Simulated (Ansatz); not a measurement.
# SnOs (hypothetical, Pm-3m): a volume series of phonon spectra

Aim: how the vibrations of SnOs (hypothetical) shift with volume, and the expansion that follows. The crystal structure is hypothetical: it was made by swapping elements on a known structure type.

Program: Ansatz 0.2.0. Level of theory: DFT PBE, scalar-relativistic, plane waves, PAW. Results are calculated unless marked as measured.

**1. The structure**

Symmetry: Pm-3m, No. 221, cubic system. The conventional cell has a = 2.923 Å, b = 2.923 Å, c = 2.923 Å, α = 90.00°, β = 90.00°, γ = 90.00°. Nearest to Sn lie 8 Os at 2.53 Å. Os has 8 Sn at 2.53 Å nearest. Farther neighbours are not listed.

**2. Probe on a coarse mesh**

A cheap single point shows whether the cell is a metal or an insulator and how far it is from rest; that sets the k-mesh and the occupations of what follows.

Input file input.yaml:

```yaml
crystal:
  lattice:
    - [2.92291, 0.0, 0.0]
    - [0.0, 2.92291, 0.0]
    - [0.0, 0.0, 2.92291]
  atoms:
    - { symbol: Sn, position: [0.5, 0.5, 0.5] }
    - { symbol: Os, position: [0.0, 0.0, 0.0] }
kpoints:
  mp_grid: { grid: [6, 6, 6] }
hamiltonian:
  xc: pbe
scf:
  occupations: { method: gaussian, width: 0.1 }
output:
  forces: true
  stress: true
  eigenvalues: true
```

The run is started by

```
$ ansatz run input.yaml --threads 4 --pin off --max-ram 8192MiB --backend cpu --events-out ev --progress --plain --runs-dir out
```

Numbers of over 12 decimals in the logs are rounded to 6 here.

The program printed:

```text
Engine: ansatz 0.2.0, aarch64-unknown-linux-gnu
Pseudopotentials: kind: paw
Pseudopotential: Sn, paw, valence charge 14, recommended cutoff 420 eV (normal), Sn.paw.azcp
Pseudopotential: Os, paw, valence charge 16, recommended cutoff 420 eV (normal), Os.paw.azcp
Functional definition: PBE
  parameter kappa = 0.804
  parameter beta = 0.066725
  exchange = pbe_x(kappa = kappa, mu = beta*pi^2/3)
  correlation = pbe_c(beta = beta)
Crystal: 2 atoms, lattice volume = 24.972 Å³
Basis set: ecut = 420 eV, 461 PW (Γ), exchange–correlation on 40×40×40 points (8 copies of the dense FFT grid, shifted against one another)
Bands: 19, of which v1, the nominal top of the filled ones, is band 15 counted from 1 (14 counted from 0)
Symmetry: 48 space group operations
Space group: Pm-3m (ITA 221), of the structure as read, at distance tolerance 2.9e-5 Å
k-points: 20 of 216
Non-local potential: Sn, projectors of the file, l = 0: 2, l = 1: 2, l = 2: 2, l = 3: 2
Non-local potential: Os, projectors of the file, l = 0: 3, l = 1: 2, l = 2: 2, l = 3: 1
PAW form: soft (Blöchl's): semilocal exchange-correlation on the pseudo side does not see the compensation charge
PAW one-centre angular grid: Sn, 590 points (default); XC on 64 Gauss nodes
PAW one-centre angular grid: Os, 590 points (default); XC on 64 Gauss nodes
Initial density: superposition of atomic densities (neutral atoms: chi_scale 0, normalization atom), corrected by the library's trained network
Initial wavefunctions: pseudopotential atomic-orbital guess
Functional: x = pbe(κ = 0.804, μ = 0.219515), c = pbe(β = 0.066725)
SCF iter   1: F=—  HF=-17404.874352 eV  |F-HF|=—  |Δ(HF+E_count)|=         —  Δρ=1.59e-2  dr2=8.38e-2  ethr=1.77e-3  ⟨swp⟩=5.5  Hψ=1702  notcnv=0
preconditioner: auto → none  [insulator: Δε(μ)=0.487 eV  Ē_g=18.809 eV  σ=0.100 eV  W_gap=0.89  n_scr=6 (ndim 8)  ℏωp=34.9 eV  f_vac=0.000  D(μ)=0.51/eV (n_scr^D=0)  ε∞_Penn≈4.4]
SCF iter   2: F=—  HF=-17404.856534 eV  |F-HF|=—  |Δ(HF+E_count)|=   1.78e-2  Δρ=9.01e-3  dr2=2.64e-2  ethr=2.79e-4  ⟨swp⟩=2.1  Hψ=714  notcnv=0
SCF iter   3: F=—  HF=-17404.849197 eV  |F-HF|=—  |Δ(HF+E_count)|=   7.34e-3  Δρ=2.80e-3  dr2=6.84e-4  ethr=8.80e-5  ⟨swp⟩=2.1  Hψ=579  notcnv=0
SCF iter   4: F=—  HF=-17404.849066 eV  |F-HF|=—  |Δ(HF+E_count)|=   1.31e-4  Δρ=5.24e-4  dr2=8.47e-5  ethr=2.28e-6  ⟨swp⟩=2.2  Hψ=483  notcnv=0
SCF iter   5: F=—  HF=-17404.849013 eV  |F-HF|=—  |Δ(HF+E_count)|=   5.32e-5  Δρ=1.16e-4  dr2=4.93e-6  ethr=2.82e-7  ⟨swp⟩=2.1  Hψ=575  notcnv=0
SCF iter   6: F=—  HF=-17404.849011 eV  |F-HF|=—  |Δ(HF+E_count)|=   1.36e-6  Δρ=2.81e-5  dr2=2.67e-7  ethr=1.64e-8  ⟨swp⟩=2.0  Hψ=494  notcnv=0
SCF iter   7: F=-17404.849011 eV  HF=-17404.849011 eV  |F-HF|=3.55e-9  |Δ(HF+E_count)|=   7.39e-8  Δρ=3.45e-6  dr2=3.87e-9  ethr=3.33e-10  ⟨swp⟩=5.1  Hψ=1410  notcnv=0
SCF 1 converged in 7 iterations: F = -17404.849011 eV  dr2 = 3.87e-9
  greatest PAW one-centre occupation: 1.000 electrons in one spin orbital (limit 2), on the Os atom at site 1 (counted from 0), in its partial waves of l = 0
SCF converged after 7 iterations
Free energy (F): -17404.849011 eV
Harris-Foulkes:  -17404.849011 eV  (|F-HF|=3.55e-9)
Internal energy: -17404.846260 eV  (E = F + TS)
E sigma→0 (E₀):  -17404.847635 eV
Entropy (-TS):   -0.002752 eV (-1.376 meV/atom)
Fermi energy:    29.481236 eV
--- Per-component energies (eV) ---
  E_band       = 120.559296
  E_kinetic    = 782.355608
  E_local      = -934.367247  (includes V_loc(G=0)·N_el)
  E_nonlocal   = -29.523779
  E_hartree    = 636.514345
  E_xc         = -659.229590
  E_vxc        = -393.930631  (∫ρ·V_xc dr)
  E_paw        = -13156.634331  (= ΣΔE_a)
  E_vpaw       = -577.003974  (= ΣTr[D̂ρ^β])
  E_aug_tail   = -0.000088  (compensation charges beyond the density's cutoff)
  E_ewald      = -4043.961179
  E_smearing   = -0.002752  (= −TS)
  E_closure    = 0.000000  (closes the sum)
  Σ components = -17404.849011   (vs F -17404.849011, Δ=0.00e0)
--- Forces (eV/Å), atoms counted from 1 ---
  atom   1  Sn     0.00000000    -0.00000000     0.00000000
  atom   2  Os    -0.00000000     0.00000000     0.00000000
  max |Σ_I F_I| component: 9.33e-30 eV/Å
--- Stress (GPa, compression-positive) ---
      138.650416       0.000000       0.000000
        0.000000     138.650416      -0.000000
        0.000000      -0.000000     138.650416
  P = ⅓ Tr σ = 138.6504 GPa (1386.504 kbar)
--- Band table (eV; the first three rows and the last of 20) ---
  k-point 0: bands = [... 11 lower, 22.7459, 27.8114, 27.8114, 27.8114, 31.4815, 31.4815, 31.4815, 40.3287]
  k-point 1: bands = [... 11 lower, 22.7550, 26.4026, 26.4026, 27.7410, 29.7170, 33.5153, 33.5153, 39.2110]
  k-point 2: bands = [... 11 lower, 22.7732, 24.8289, 24.8289, 27.6015, 29.0378, 37.0138, 37.0138, 37.1536]
  k-point 19: bands = [... 11 lower, 20.0215, 26.0649, 29.7965, 29.7965, 32.0034, 32.0034, 32.0034, 34.9555]
```

Elapsed: 0.31 s, on 4 threads of Arm Neoverse V2, shared host; peak memory 0.28 GiB.

This step gave:

```yaml
pressure: 138.7 GPa
volume_per_atom: 12.49 Å³
gap_on_the_k_mesh: 0 eV
```

The start is under 139 GPa at this level and looks like a metal on this mesh.

**3. A loose first relaxation**

The start is far from rest, so a relaxation with loose thresholds first brings it near the minimum.

input.yaml, as its differences from that of step 2:

```diff
@@ -18 +18,6 @@
   eigenvalues: true
+relax:
+  adjacent_minimum: "off"
+  f_tol: 0.05
+  max_steps: 80
+  cell: { stress_tol: 0.5 }
```

The program printed:

```text
[...]
Crystal: 2 atoms, lattice volume = 24.972 Å³
Basis set: ecut = 420 eV, 461 PW (Γ), exchange–correlation on 40×40×40 points (8 copies of the dense FFT grid, shifted against one another)
Bands: 19, of which v1, the nominal top of the filled ones, is band 15 counted from 1 (14 counted from 0)
Symmetry: 48 space group operations
[...]
k-points: 20 of 216
[...]
SCF iter   1: F=—  HF=-17404.874352 eV  |F-HF|=—  |Δ(HF+E_count)|=         —  Δρ=1.59e-2  dr2=8.38e-2  ethr=1.77e-3  ⟨swp⟩=5.5  Hψ=1702  notcnv=0
[...]
SCF iter   7: F=-17404.849011 eV  HF=-17404.849011 eV  |F-HF|=3.55e-9  |Δ(HF+E_count)|=   7.39e-8  Δρ=3.45e-6  dr2=3.87e-9  ethr=3.33e-10  ⟨swp⟩=5.1  Hψ=1410  notcnv=0
SCF 1 converged in 7 iterations: F = -17404.849011 eV  dr2 = 3.87e-9
[...]
relax step   1: F+E_penalty+E_count = -17404.84901125 eV  Δ(F+E_penalty+E_count) = +0.000e0 eV  max|allowed force component| = 2.334e-29 eV/Å  Δτ_max = 0.0000 Å  P = +138.650 GPa  Ω = 24.972 Å³  (7 SCF iters, dr2 threshold 1.00e-7 eV, accepted)
Crystal: 2 atoms, lattice volume = 28.805 Å³
Basis set: ecut = 420 eV, 587 PW (Γ), exchange–correlation on 40×40×40 points (8 copies of the dense FFT grid, shifted against one another)
[...]
iter 1 solved again at ethr=1.83e-4 eV; its pass at ethr=3.10e-3 eV (dr2=5.48e-2 eV) is discarded
[...]
SCF iter   6: F=-17407.052042 eV  HF=-17407.052042 eV  |F-HF|=4.04e-10  |Δ(HF+E_count)|=   3.95e-9  Δρ=2.37e-6  dr2=8.54e-10  ethr=2.32e-10  ⟨swp⟩=2.4  Hψ=1445  notcnv=0
SCF 2 converged in 6 iterations: F = -17407.052042 eV  dr2 = 8.54e-10
relax step   2: F+E_penalty+E_count = -17407.05204232 eV  Δ(F+E_penalty+E_count) = -2.203e0 eV  max|allowed force component| = 3.484e-30 eV/Å  Δτ_max = 0.0000 Å  P = +55.505 GPa  Ω = 28.805 Å³  energy of the carried Pulay correction = -8.156e-3 eV  (6 SCF iters, dr2 threshold 2.00e-7 eV, accepted)
Crystal: 2 atoms, lattice volume = 32.082 Å³
Basis set: ecut = 420 eV, 619 PW (Γ), exchange–correlation on 40×40×40 points (8 copies of the dense FFT grid, shifted against one another)
[...]
SCF iter   6: F=-17407.752192 eV  HF=-17407.752192 eV  |F-HF|=4.40e-10  |Δ(HF+E_count)|=   1.03e-8  Δρ=1.28e-6  dr2=3.63e-10  ethr=8.20e-11  ⟨swp⟩=2.1  Hψ=1357  notcnv=0
SCF 3 converged in 6 iterations: F = -17407.752192 eV  dr2 = 3.63e-10
relax step   3: F+E_penalty+E_count = -17407.75219200 eV  Δ(F+E_penalty+E_count) = -7.001e-1 eV  max|allowed force component| = 3.471e-29 eV/Å  Δτ_max = 0.0000 Å  P = +17.016 GPa  Ω = 32.082 Å³  energy of the carried Pulay correction = -1.427e-2 eV  (6 SCF iters, dr2 threshold 2.00e-7 eV, accepted)
[...]
relax step   4: F+E_penalty+E_count = -17407.85639416 eV  Δ(F+E_penalty+E_count) = -1.042e-1 eV  max|allowed force component| = 3.123e-30 eV/Å  Δτ_max = 0.0000 Å  P = +3.801 GPa  Ω = 33.778 Å³  energy of the carried Pulay correction = -1.717e-2 eV  (6 SCF iters, dr2 threshold 2.00e-7 eV, accepted)
[...]
relax step   5: F+E_penalty+E_count = -17407.86229373 eV  Δ(F+E_penalty+E_count) = -5.900e-3 eV  max|allowed force component| = 1.538e-29 eV/Å  Δτ_max = 0.0000 Å  P = +0.001 GPa  Ω = 34.367 Å³  energy of the carried Pulay correction = -1.814e-2 eV  (6 SCF iters, dr2 threshold 2.00e-7 eV, accepted)
[...]
relax step   6: F+E_penalty+E_count = -17407.88666013 eV  Δ(F+E_penalty+E_count) = -2.437e-2 eV  max|allowed force component| = 6.968e-30 eV/Å  Δτ_max = 0.0000 Å  P = +0.888 GPa  Ω = 34.367 Å³  stress off target by 8.88e-1 GPa  SCF on the basis re-selected at this cell (its energy is not comparable with the rows above)  (6 SCF iters)
[...]
relax step   7: F+E_penalty+E_count = -17407.88697797 eV  Δ(F+E_penalty+E_count) = -3.178e-4 eV  max|allowed force component| = 3.629e-29 eV/Å  Δτ_max = 0.0000 Å  P = +0.071 GPa  Ω = 34.511 Å³  energy of the carried Pulay correction = -1.124e-4 eV  (6 SCF iters, dr2 threshold 2.00e-7 eV, accepted)
[...]
SCF iter   7: F=-17407.887053 eV  HF=-17407.887053 eV  |F-HF|=1.09e-11  |Δ(HF+E_count)|=  1.46e-11  Δρ=2.26e-9  dr2=1.22e-15  ethr=1.00e-12  ⟨swp⟩=1.0  Hψ=840  notcnv=0
SCF 8 converged in 7 iterations: F = -17407.887053 eV  dr2 = 1.22e-15
relax step   8: F+E_penalty+E_count = -17407.88705331 eV  Δ(F+E_penalty+E_count) = -7.534e-5 eV  max|allowed force component| = 1.998e-29 eV/Å  Δτ_max = 0.0000 Å  P = +0.069 GPa  Ω = 34.511 Å³  stress off target by 6.86e-2 GPa  SCF on the basis re-selected at this cell (its energy is not comparable with the rows above)  (7 SCF iters)
[...]
SCF converged after 7 iterations
Free energy (F): -17407.887053 eV
[...]
Internal energy: -17407.884302 eV  (E = F + TS)
E sigma→0 (E₀):  -17407.885678 eV
Entropy (-TS):   -0.002752 eV (-1.376 meV/atom)
Fermi energy:    19.960369 eV
[...]
--- Stress (GPa, compression-positive) ---
        0.068631       0.000000       0.000000
        0.000000       0.068631       0.000000
        0.000000       0.000000       0.068631
  P = ⅓ Tr σ = 0.0686 GPa (0.686 kbar)
--- Band table (eV; the first three rows and the last of 20) ---
  k-point 0: bands = [... 11 lower, 15.7939, 18.9644, 18.9644, 18.9644, 21.9091, 21.9091, 21.9091, 26.3170]
  k-point 1: bands = [... 11 lower, 15.8605, 18.1372, 18.1372, 18.9558, 20.1968, 23.2402, 23.2402, 27.6829]
  k-point 2: bands = [... 11 lower, 16.0018, 17.1557, 17.1557, 18.9384, 19.7230, 25.7734, 25.7734, 27.6239]
  k-point 19: bands = [... 11 lower, 13.7936, 16.0812, 20.2172, 20.2172, 22.1996, 22.1996, 22.1996, 23.6360]
--- Relaxed structure (6 steps of the walk, 6 accepted, 2 SCFs on fresh bases) ---
  F+E_penalty+E_count = -17407.88705331 eV   max|allowed force component| = 1.998e-29 eV/Å   (the final SCF, on the basis selected at the relaxed cell)
  cell:  # Å, volume = 34.5109 Å³
    - [3.255758, 0, 0]
    - [0, 3.255758, 0]
    - [0, 0, 3.255758]
  atoms:
    - { symbol: Sn, position: [0.500000, 0.500000, 0.500000] }
    - { symbol: Os, position: [0, 0, 0] }
```

The job ended after 2.1 s (4 threads; peak memory 0.31 GiB; 6.4 s of CPU time).

Step by step:

```csv
step,energy less that of the first step (eV),largest force component (eV/Å),pressure (GPa),volume (Å³)
1,0.0000,0.0000,138.65,24.97
2,-2.2030,0.0000,55.50,28.80
3,-2.9032,0.0000,17.02,32.08
4,-3.0074,0.0000,3.80,33.78
5,-3.0133,0.0000,0.00,34.37
6*,-3.0376,0.0000,0.89,34.37
7,-3.0380,0.0000,0.07,34.51
8*,-3.0380,0.0000,0.07,34.51
```

Relaxation steps marked * repeat the geometry before them on a plane-wave basis chosen anew for their cell, so energy and pressure can jump there.

Forces are held to the 48 operations that the run works with; a distortion that breaks them can't arise in this run.

```csv
"conventional cell, symmetrised",before,after,change
a (Å),2.923,3.256,+11.4 %
b (Å),2.923,3.256,+11.4 %
c (Å),2.923,3.256,+11.4 %
volume (Å³/atom),12.49,17.26,+38.2 %
```

Final coordinates:

```xyz
2
Lattice="3.2558 0.0000 0.0000 0.0000 3.2558 0.0000 0.0000 0.0000 3.2558" Properties=species:S:1:pos:R:3 pbc="T T T"
Sn    1.6279    1.6279    1.6279
Os    0.0000    0.0000    0.0000
```

This step gave:

| Property | Result |
| --- | --- |
| pressure | 0.06863 GPa |
| volume per atom | 17.26 Å³ |

The relaxation ends with a pressure of 0.07 GPa.

[end of part 1 of 5]

[Logs are printed without paths, hosts, clocks, repeated set-up lines and the standing remarks that a program may print on its own settings, such as how far it seeks lower states.]

[Hosts, paths, dates, database ids (printed as entryN), source tags and the programs' standing remarks are cut or masked in the printed files.]

[A step with changed settings may run another functional than the one named; its input shows which.]


